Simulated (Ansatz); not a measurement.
**Structural relaxation of graphene/h-GaN/graphene sandwich (62 atoms)**

Aim: bring graphene/h-GaN/graphene sandwich (62 atoms) to a nearby minimum of the energy and see what moves.

Method: Kohn-Sham DFT, PBE+D4, PAW (set soft_2), plane waves, in Ansatz 0.2.0.

## (1) The starting structure

The cell holds 62 atoms: 48 C, 7 Ga and 7 N. Its edges and angles: a = 8.507 Å, b = 8.507 Å, c = 22.960 Å, α = 90.0°, β = 90.0°, γ = 120.0°. It derives from C and GaN. 12 cells of graphene (a = 2.46 Å, strained -0.17 %) and 7 cells of h-GaN (a = 3.21 Å, +0.17 %) on one hexagonal cell, twist 49.11 deg; facing planes 3.5, 3.46 Å apart; 16 Å of vacuum; displaced by a Gaussian of 0.01 Å. Regions: layer 1, 24 atoms (24 C); layer 2, 14 atoms (7 Ga and 7 N); layer 3, 24 atoms (24 C). Vacuum lies along c.

## (2) Relaxation

With the cell held, the atoms are moved downhill towards a nearby minimum.

File input.yaml:

```yaml
crystal:
  lattice:
    - [8.5073, 0.0, 0.0]
    - [-4.25365, 7.36754, 0.0]
    - [0.0, 0.0, 22.96]
  atoms:
    - { symbol: C, position: [0.16697, 0.66556, 0.34851] }
    - { symbol: C, position: [0.1658, 0.49866, 0.34811] }
    - { symbol: C, position: [0.33335, 0.99895, 0.34857] }
    - { symbol: C, position: [0.33339, 0.83173, 0.34894] }
    [... 52 atom lines left out ...]
    - { symbol: C, position: [0.57911, 0.4971, 0.6512] }
    - { symbol: C, position: [0.58243, 0.32863, 0.65102] }
    - { symbol: C, position: [0.74947, 0.83244, 0.65142] }
    - { symbol: C, position: [0.74767, 0.66445, 0.65149] }
    - { symbol: C, position: [0.74785, 0.32919, 0.65162] }
    - { symbol: C, position: [0.7488, 0.16595, 0.65077] }
kpoints:
  mp_grid: { grid: [2, 2, 1] }
hamiltonian:
  xc: pbe
  dispersion: d4
scf:
  occupations: { method: gaussian, width: 0.025 }
output:
  forces: true
relax:
  f_tol: 0.03
  max_steps: 48
```

Run with:

```sh
$ ansatz run input.yaml --threads 4 --pin off --max-ram 8192MiB --backend cpu --events-out ev --progress --plain --runs-dir out
```

It took 3 min on 4 threads of Arm Neoverse V2, shared host; peak memory 5.8 GiB.

Relaxation path:

| step | energy less that of the first step (eV) | largest force component (eV/Å) |
| --- | --- | --- |
| 1 | 0.0000 | 1.9567 |
| 2 | -0.2199 | 0.9581 |
| 3 | -0.2771 | 0.2795 |
| 4 | 0.7334 | 2.9955 |
| 5 | -0.3437 | 0.1769 |
| 6 | -0.3458 | 0.1018 |
| 7 | -0.3470 | 0.0336 |
| 8 | -0.3472 | 0.0112 |

Relaxation step 4 was tried and not accepted.

The atoms that moved most (Å):

| atom | dx | dy | dz | length |
| --- | --- | --- | --- | --- |
| C55 | 0.017 | 0.002 | -0.128 | 0.129 |
| C2 | 0.004 | 0.003 | 0.124 | 0.124 |
| C50 | -0.004 | 0.006 | -0.123 | 0.123 |
| C1 | -0.009 | 0.008 | 0.121 | 0.121 |
| C10 | -0.001 | 0.002 | 0.118 | 0.118 |
| C4 | -0.006 | 0.017 | 0.115 | 0.116 |
| C56 | 0.011 | 0.010 | -0.115 | 0.116 |
| C18 | 0.008 | -0.013 | 0.114 | 0.115 |

The relaxation changed the energy by -5.6 meV/atom, and atoms moved by 0.085 Å r.m.s., 0.13 Å at most.

## (3) Local order after relaxation

Normalised to the volume that the atoms fill. Pair distribution functions g(r), in bins of 0.2 Å:

| r (Å) | total | C-C | C-Ga | C-N | Ga-Ga | Ga-N | N-N |
| --- | --- | --- | --- | --- | --- | --- | --- |
| 1.40 | 4.05 | 6.75 | 0.00 | 0.00 | 0.00 | 0.00 | 0.00 |
| 1.60 | 0.00 | 0.00 | 0.00 | 0.00 | 0.00 | 0.00 | 0.00 |
| 1.80 | 0.68 | 0.00 | 0.00 | 0.00 | 0.00 | 26.75 | 0.00 |
| 2.00 | 0.00 | 0.00 | 0.00 | 0.00 | 0.00 | 0.00 | 0.00 |
| 2.20 | 0.00 | 0.00 | 0.00 | 0.00 | 0.00 | 0.00 | 0.00 |
| 2.40 | 2.70 | 4.50 | 0.00 | 0.00 | 0.00 | 0.00 | 0.00 |
| 2.60 | 0.00 | 0.00 | 0.00 | 0.00 | 0.00 | 0.00 | 0.00 |
| 2.80 | 1.03 | 1.72 | 0.00 | 0.00 | 0.00 | 0.00 | 0.00 |
| 3.00 | 0.00 | 0.00 | 0.00 | 0.00 | 0.00 | 0.00 | 0.00 |
| 3.20 | 0.46 | 0.00 | 0.00 | 0.00 | 18.10 | 0.00 | 18.10 |
| 3.40 | 0.27 | 0.00 | 0.77 | 0.77 | 0.00 | 0.00 | 0.00 |
| 3.60 | 0.41 | 0.00 | 1.16 | 1.16 | 0.00 | 0.00 | 0.00 |
| 3.80 | 1.73 | 1.95 | 1.09 | 1.14 | 0.00 | 6.80 | 0.00 |
| 4.00 | 0.42 | 0.00 | 1.27 | 1.15 | 0.00 | 0.00 | 0.00 |
| 4.20 | 1.31 | 1.50 | 1.17 | 1.14 | 0.00 | 0.00 | 0.00 |
| 4.40 | 0.29 | 0.00 | 0.80 | 0.87 | 0.00 | 0.00 | 0.00 |
| 4.60 | 0.35 | 0.00 | 0.99 | 0.99 | 0.00 | 0.00 | 0.00 |
| 4.80 | 0.36 | 0.05 | 0.91 | 0.96 | 0.00 | 0.00 | 0.00 |
| 5.00 | 1.15 | 1.08 | 0.89 | 0.84 | 0.00 | 7.75 | 0.00 |
| 5.20 | 0.92 | 1.04 | 0.82 | 0.84 | 0.00 | 0.00 | 0.00 |
| 5.40 | 0.26 | 0.00 | 0.74 | 0.74 | 0.00 | 0.00 | 0.00 |
| 5.60 | 0.72 | 0.43 | 0.88 | 0.88 | 6.05 | 0.00 | 6.05 |
| 5.80 | 0.24 | 0.00 | 0.68 | 0.68 | 0.00 | 0.00 | 0.00 |
| 6.00 | 0.29 | 0.00 | 0.82 | 0.82 | 0.00 | 0.00 | 0.00 |
| 6.20 | 0.65 | 0.72 | 0.66 | 0.59 | 0.00 | 0.00 | 0.00 |
| 6.40 | 1.02 | 1.09 | 0.69 | 0.77 | 4.55 | 0.00 | 4.55 |
| 6.60 | 0.48 | 0.21 | 0.70 | 0.69 | 0.00 | 4.22 | 0.00 |
| 6.80 | 0.37 | 0.26 | 0.62 | 0.62 | 0.00 | 0.00 | 0.00 |

Bonds by pair of elements; cutoffs follow the first minimum of g(r), held within bounds set by covalent radii, and pairs that aren't listed don't count as bonded:

| pair A-B | cutoff (Å) | bonds | mean length (Å) | spread (Å) | shortest (Å) | B about A | A about B |
| --- | --- | --- | --- | --- | --- | --- | --- |
| C-C | 1.82 | 72 | 1.42 | 0.008 | 1.40 | 3 | 3 |
| Ga-N | 2.27 | 21 | 1.86 | 0.001 | 1.85 | 3 | 3 |

How many atoms have how many bonded neighbours:

| element | mean | 3 |
| --- | --- | --- |
| C | 3 | 48 |
| Ga | 3 | 7 |
| N | 3 | 7 |

Bond angles, per cent of each kind in bins of 5°:

| angle (°) | C-C-C | N-Ga-N | Ga-N-Ga |
| --- | --- | --- | --- |
| 115–120 | 43.8 | 52.4 | 42.9 |
| 120–125 | 56.2 | 47.6 | 57.1 |

Bond angles (no mean is given where the spread exceeds 20°):

| angle | count | mean (°) | spread (°) |
| --- | --- | --- | --- |
| C-C-C | 144 | 120 | 0.3 |
| N-Ga-N | 21 | 120 | 0 |
| Ga-N-Ga | 21 | 120 | 0 |

By these cutoffs all C atoms have 3, all Ga atoms have 3 and all N atoms have 3 bonded neighbours. The C-C-C angle averages 120° with a spread of 0.3°.

## (4) Single point at the relaxed geometry

One more single point at the end of the walk gives the fuller output and checks the residual forces.

File input.yaml:

```yaml
crystal:
  lattice:
    - [8.5073, 0.0, 0.0]
    - [-4.25365, 7.36754, 0.0]
    - [0.0, 0.0, 22.96]
  atoms:
    - { symbol: C, position: [0.16645, 0.66667, 0.35376] }
    - { symbol: C, position: [0.16647, 0.49909, 0.35351] }
    - { symbol: C, position: [0.33381, 0.99925, 0.35316] }
    - { symbol: C, position: [0.33384, 0.83402, 0.35393] }
    [... 52 atom lines left out ...]
    - { symbol: C, position: [0.58125, 0.49614, 0.64748] }
    - { symbol: C, position: [0.58063, 0.33006, 0.64732] }
    - { symbol: C, position: [0.74775, 0.82934, 0.6483] }
    - { symbol: C, position: [0.74715, 0.66336, 0.64822] }
    - { symbol: C, position: [0.74794, 0.32947, 0.64802] }
    - { symbol: C, position: [0.74729, 0.16335, 0.64814] }
kpoints:
  mp_grid: { grid: [2, 2, 1] }
hamiltonian:
  xc: pbe
  dispersion: d4
scf:
  occupations: { method: gaussian, width: 0.025 }
output:
  forces: true
  populations: intrinsic
  dos:
    method: { smearing: { sigma: 0.1 } }
    de: 0.1
    projected:
      site_lists:
        C: [C]
        Ga: [Ga]
        "N": ["N"]
        layer_1: [0, 1, 2, 3, 4, 5, 6, 7, 8, 9, 10, 11, 12, 13, 14, 15, 16, 17, 18, 19, 20, 21, 22, 23]
        layer_2: [24, 25, 26, 27, 28, 29, 30, 31, 32, 33, 34, 35, 36, 37]
        layer_3: [38, 39, 40, 41, 42, 43, 44, 45, 46, 47, 48, 49, 50, 51, 52, 53, 54, 55, 56, 57, 58, 59, 60, 61]
  eigenvalues: true
  write_density: true
  write_potential: true
  volumetric_format: npy
  elf: true
```

Wall time 60 s (4 threads); peak memory 5.8 GiB.

The program notes that the exchange-correlation potential is rough where the density is thin.

Numbers from this run:

| Quantity | Value |
| --- | --- |
| free energy | -41224.7852 eV |
| free energy per atom | -664.9159 eV/atom |
| SCF cycles | 9 |
| r.m.s. force component | 0.00422 eV/Å |
| longest force | 0.01672 eV/Å |
| Fermi energy | 0.6436 eV |
| potential in mid-vacuum, over the Fermi level | 4.249 eV |
| potential 4.5 Å over the upper face | 4.247 eV |
| potential 4.5 Å under the lower face | 4.252 eV |

Intrinsic-atomic-orbital charges by element:

| element | coordination | atoms | mean charge (e) | spread | least | most |
| --- | --- | --- | --- | --- | --- | --- |
| C | all | 48 | 0.0045 | 0.0031 | -0.0011 | 0.0114 |
| Ga | all | 7 | 0.781 | 9.0e-4 | 0.780 | 0.782 |
| N | all | 7 | -0.812 | 6.0e-4 | -0.813 | -0.811 |

By region:

| region | atoms | mean length of the force (eV/Å) | net charge (e) |
| --- | --- | --- | --- |
| layer 1 | 24 | 0.006 | 0.11 |
| layer 2 | 14 | 0.006 | -0.22 |
| layer 3 | 24 | 0.007 | 0.11 |

Density of states as counts of states in windows of 1 eV (from the Fermi level), total and the larger projections:

| from (eV) | to (eV) | total | C p | layer 3 | layer 1 | layer 2 | N p | Ga p |
| --- | --- | --- | --- | --- | --- | --- | --- | --- |
| -10 | -9 | 4.4 | 4.1 | 2.2 | 2.2 | 0.0 | 0.0 | 0.0 |
| -9 | -8 | 7.7 | 7.0 | 3.8 | 3.8 | 0.0 | 0.0 | 0.0 |
| -8 | -7 | 19.0 | 16.1 | 9.2 | 9.2 | 0.4 | 0.1 | 0.1 |
| -7 | -6 | 31.8 | 25.2 | 13.0 | 12.9 | 5.7 | 3.0 | 0.4 |
| -6 | -5 | 16.9 | 12.1 | 6.0 | 6.1 | 4.7 | 2.6 | 0.3 |
| -5 | -4 | 15.6 | 12.1 | 6.2 | 6.4 | 2.9 | 2.0 | 0.8 |
| -4 | -3 | 20.1 | 13.3 | 6.7 | 6.6 | 6.7 | 4.5 | 1.0 |
| -3 | -2 | 17.3 | 9.6 | 4.9 | 4.7 | 7.6 | 5.6 | 1.9 |
| -2 | -1 | 16.6 | 5.9 | 2.9 | 3.0 | 10.6 | 8.7 | 1.6 |
| -1 | 0 | 6.0 | 2.7 | 1.4 | 1.3 | 3.3 | 3.1 | 0.1 |
| 0 | 1 | 1.5 | 1.4 | 0.7 | 0.8 | 0.0 | 0.0 | 0.0 |
| 1 | 2 | 9.5 | 8.5 | 4.2 | 4.2 | 0.6 | 0.0 | 0.1 |
| 2 | 3 | 6.3 | 5.7 | 2.9 | 2.9 | 0.4 | 0.1 | 0.1 |
| 3 | 4 | 15.8 | 10.7 | 5.3 | 5.3 | 3.1 | 0.5 | 1.2 |
| 4 | 5 | 23.4 | 1.3 | 0.7 | 0.7 | 14.6 | 2.2 | 9.2 |

Between -20 and -10 eV lie 163 more states.

The levels nearest the highest filled one (over half full), pooled over k-points and spins:

| level less the highest filled one (eV) | occupation |
| --- | --- |
| -0.752 | 2 |
| -0.750 | 2 |
| -0.0266 | 2 |
| -0.0195 | 2 |
| -0.0086 | 2 |
| 0 | 2.00 |
| 0.109 | 0.002 |
| 0.111 | 0.001 |
| 0.142 | 0 |
| 0.145 | 0 |
| 1.39 | 0 |
| 1.43 | 0 |

Planar average of the electrostatic potential energy along the normal, with the Fermi level as zero, after a running mean with a triangular window 4 Å wide at its base:

| height (Å) | potential energy (eV) |
| --- | --- |
| 0.0 | 4.25 |
| 0.7 | 4.25 |
| 1.3 | 4.25 |
| 2.0 | 4.25 |
| 2.6 | 4.25 |
| 3.3 | 4.25 |
| 3.9 | 4.25 |
| 4.6 | 4.24 |
| 5.2 | 4.16 |
| 5.9 | 3.21 |
| 6.5 | 0.36 |
| 7.2 | -4.50 |
| 7.9 | -8.45 |
| 8.5 | -7.92 |
| 9.2 | -4.11 |
| 9.8 | -1.94 |
| 10.5 | -1.95 |
| 11.0 | -3.71 |
| 11.8 | -4.08 |
| 12.3 | -2.38 |
| 13.1 | -1.65 |
| 13.6 | -3.40 |
| 14.3 | -7.19 |
| 14.9 | -8.75 |
| 15.6 | -5.53 |
| 16.4 | -0.65 |
| 16.9 | 2.64 |
| 17.7 | 4.09 |
| 18.2 | 4.23 |
| 18.9 | 4.24 |
| 19.5 | 4.25 |
| 20.2 | 4.25 |
| 20.8 | 4.25 |
| 21.5 | 4.25 |
| 22.1 | 4.25 |
| 22.8 | 4.25 |

Mean intrinsic-atomic-orbital charges: C +0.00, Ga +0.78, N -0.81 e. Within 0.4 eV of the Fermi level the largest share is C p (99 % of the projected weight). The potential stands 4.25 eV above the Fermi level over the upper face and 4.25 eV under the lower one, a reading of the work function, with no dipole correction.

## (5) Summary of results

```yaml
energy_change_in_the_relaxation: -5.6 meV/atom
r_m_s_displacement: 0.085 Å
largest_displacement: 0.129 Å
free_energy_per_atom: -664.9159 eV/atom
r_m_s_force_component: 0.00422 eV/Å
potential_in_mid_vacuum_over_the_fermi_level: 4.249 eV
wall_time_of_the_2_dft_runs: 4 min
```

**Reading.** Relaxation lowers the energy by 5.6 meV/atom and moves atoms by 0.085 Å r.m.s. By the final cutoffs no bond was broken or made. From the first step to the last the energy fell by 0.347 eV, and the largest move was 0.13 Å (C55). By these cutoffs all C atoms have 3, all Ga atoms have 3 and all N atoms have 3 bonded neighbours. No gap is quoted: the bands of a honeycomb sheet meet or nearly meet at one point of the zone, so the spacing of levels depends on whether the mesh holds it and on how the neighbours disturb the sheet. The potential stands 4.25 eV above the Fermi level over the upper face and 4.25 eV under the lower one, a reading of the work function, with no dipole correction.

[Logs are printed without paths, hosts, clocks, repeated set-up lines and the standing remarks that a program may print on its own settings, such as how far it seeks lower states.]

[Hosts, paths, dates, database ids (printed as entryN), source tags and the programs' standing remarks are cut or masked in the printed files.]
